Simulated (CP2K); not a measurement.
Two runs for the P L₂,₃ edge of phosphorus trifluoride. Run A: CP2K XAS_TDP, all-electron GAPW, PBEh(45%), aug-cc-pVTZ, TDA, ZORA, spin–orbit coupling. Run B differs in one setting.

First lines with a strength over 0.0003. A:

```csv
atom,energy (eV),states,"strength, one atom"
P2 (bonded to 3 F),132.29,1,0.0007
,132.38,2,0.0007
,132.47,1,0.0011
,132.50,2,0.0020
,132.54,1,0.0016
```

B:

```
              atom  energy (eV)  states  strength, one atom
P2 (bonded to 3 F)       125.11       1              0.0004
                         125.17       3              0.0011
                         125.23       2              0.0005
                         125.31       1              0.0006
                         125.33       1              0.0013
```

Question: Which was it: GW2X switched on, the basis, the functional?

The functional (functional from PBEh(45%) to PBE; the lines alone don't name the new value). A functional moves all lines by electronvolts and changes their spacings and strengths. The lowest line over the strength cut lies at 125.11 eV, against 132.29 eV (PBEh(45%), aug-cc-pVTZ).

[Banner, clock and machine lines of the logs are left out without a mark of their own.]

[Logs are printed without paths, hosts, clocks, repeated set-up lines and the standing remarks that a program may print on its own settings, such as how far it seeks lower states.]

[Hosts, paths, dates, database ids (printed as entryN), source tags and the programs' standing remarks are cut or masked in the printed files.]
